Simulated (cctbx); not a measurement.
# Symmetry from intensities

Cell: a = 3.9120 Å, b = 13.4640 Å, c = 13.6700 Å, α = 90.00°, β = 90.00°, γ = 90.00°. Expected content of the cell: Bi2 Ta2 Te16 Ga4.

Simulated single-crystal data (cctbx): Ag Kα, λ = 0.56087 Å, to d = 0.65 Å, 80 % of the full sphere, strongest reflection 70000 counts, noise from counting, a 3 % proportional error and a noise floor of 2 counts (s.d.); no absorption.

Tests on the unmerged data give:

```text
8771 reflections to d = 0.650 A
centring   violations  <I/sigma> of those
    A       4215 of  4447     18.5
    B       4068 of  4396     17.4
    C       4145 of  4365     18.3
    I       4071 of  4382     17.9
    R       5568 of  5863     18.2
    F       6214 of  6604     18.1
Laue class    unique    Rint  (classes that these axes allow; Friedel mates merged)
P -1             5246   0.042
P 1 2/m 1        2821   0.043
P 1 1 2/m        2818   0.043
P 2/m 1 1        3041   0.043
P m m m          1641   0.045
space group    extra absences  I>4sigma  <I/sigma>
P 2 2 2                 0          0         -  acentric
P 2 2 21               18          0       0.3  acentric
P 21 2 2                5          0      -0.8  acentric
P 21 2 21              23          0       0.1  acentric
P m m 2                 0          0         -  acentric
P 2 m m                 0          0         -  acentric
P m 2 m                 0          0         -  acentric
P m n 21              161          0      -0.1  acentric
P 21 n m              161          0      -0.1  acentric
P m m m                 0          0         -  centric
P m n m :1            161          0      -0.1  centric
P m n m :2            161          0      -0.1  centric
Wilson B = 0.43 A^2   <|E^2-1|> = 0.845 (0.968 centric, 0.736 acentric)   E^2>4: 3.4 %
shell (A)         n   <I/sigma>
13.67 - 1.30    235     32.1
 1.30 - 1.03    222     32.2
 1.03 - 0.90    207     30.8
 0.90 - 0.82    199     29.6
 0.82 - 0.76    204     26.8
 0.76 - 0.72    195     26.4
 0.72 - 0.68    192     26.3
 0.68 - 0.65    187     26.7
```

**Question.** What are the lattice type, the Laue class and the likely space group?

Every centring test has many violations, so the lattice is primitive.

Rint stays low (0.042 to 0.045) up to P m m m, the highest class in these axes.

12 settings pass the absence test. The most absences obeyed, 161, belong to P m n 21, P 21 n m and P m n m, which absences can't tell apart.

⟨|E²−1|⟩ = 0.845 lies between the two ideal values. The Wilson B of 0.43 Å² means U ≈ 0.0054 Å².

The true group is Pmn2_1 (no. 31), Laue class mmm, non-centrosymmetric. The tables only narrow the choice to the tied entries; cell content, site symmetry and trial solutions must settle it.

The model was made for the exercise: a known structure type with other elements put in, its volume estimated, not relaxed; displacement parameters are assumed.

[Logs are printed without paths, hosts, clocks, repeated set-up lines and the standing remarks that a program may print on its own settings, such as how far it seeks lower states.]
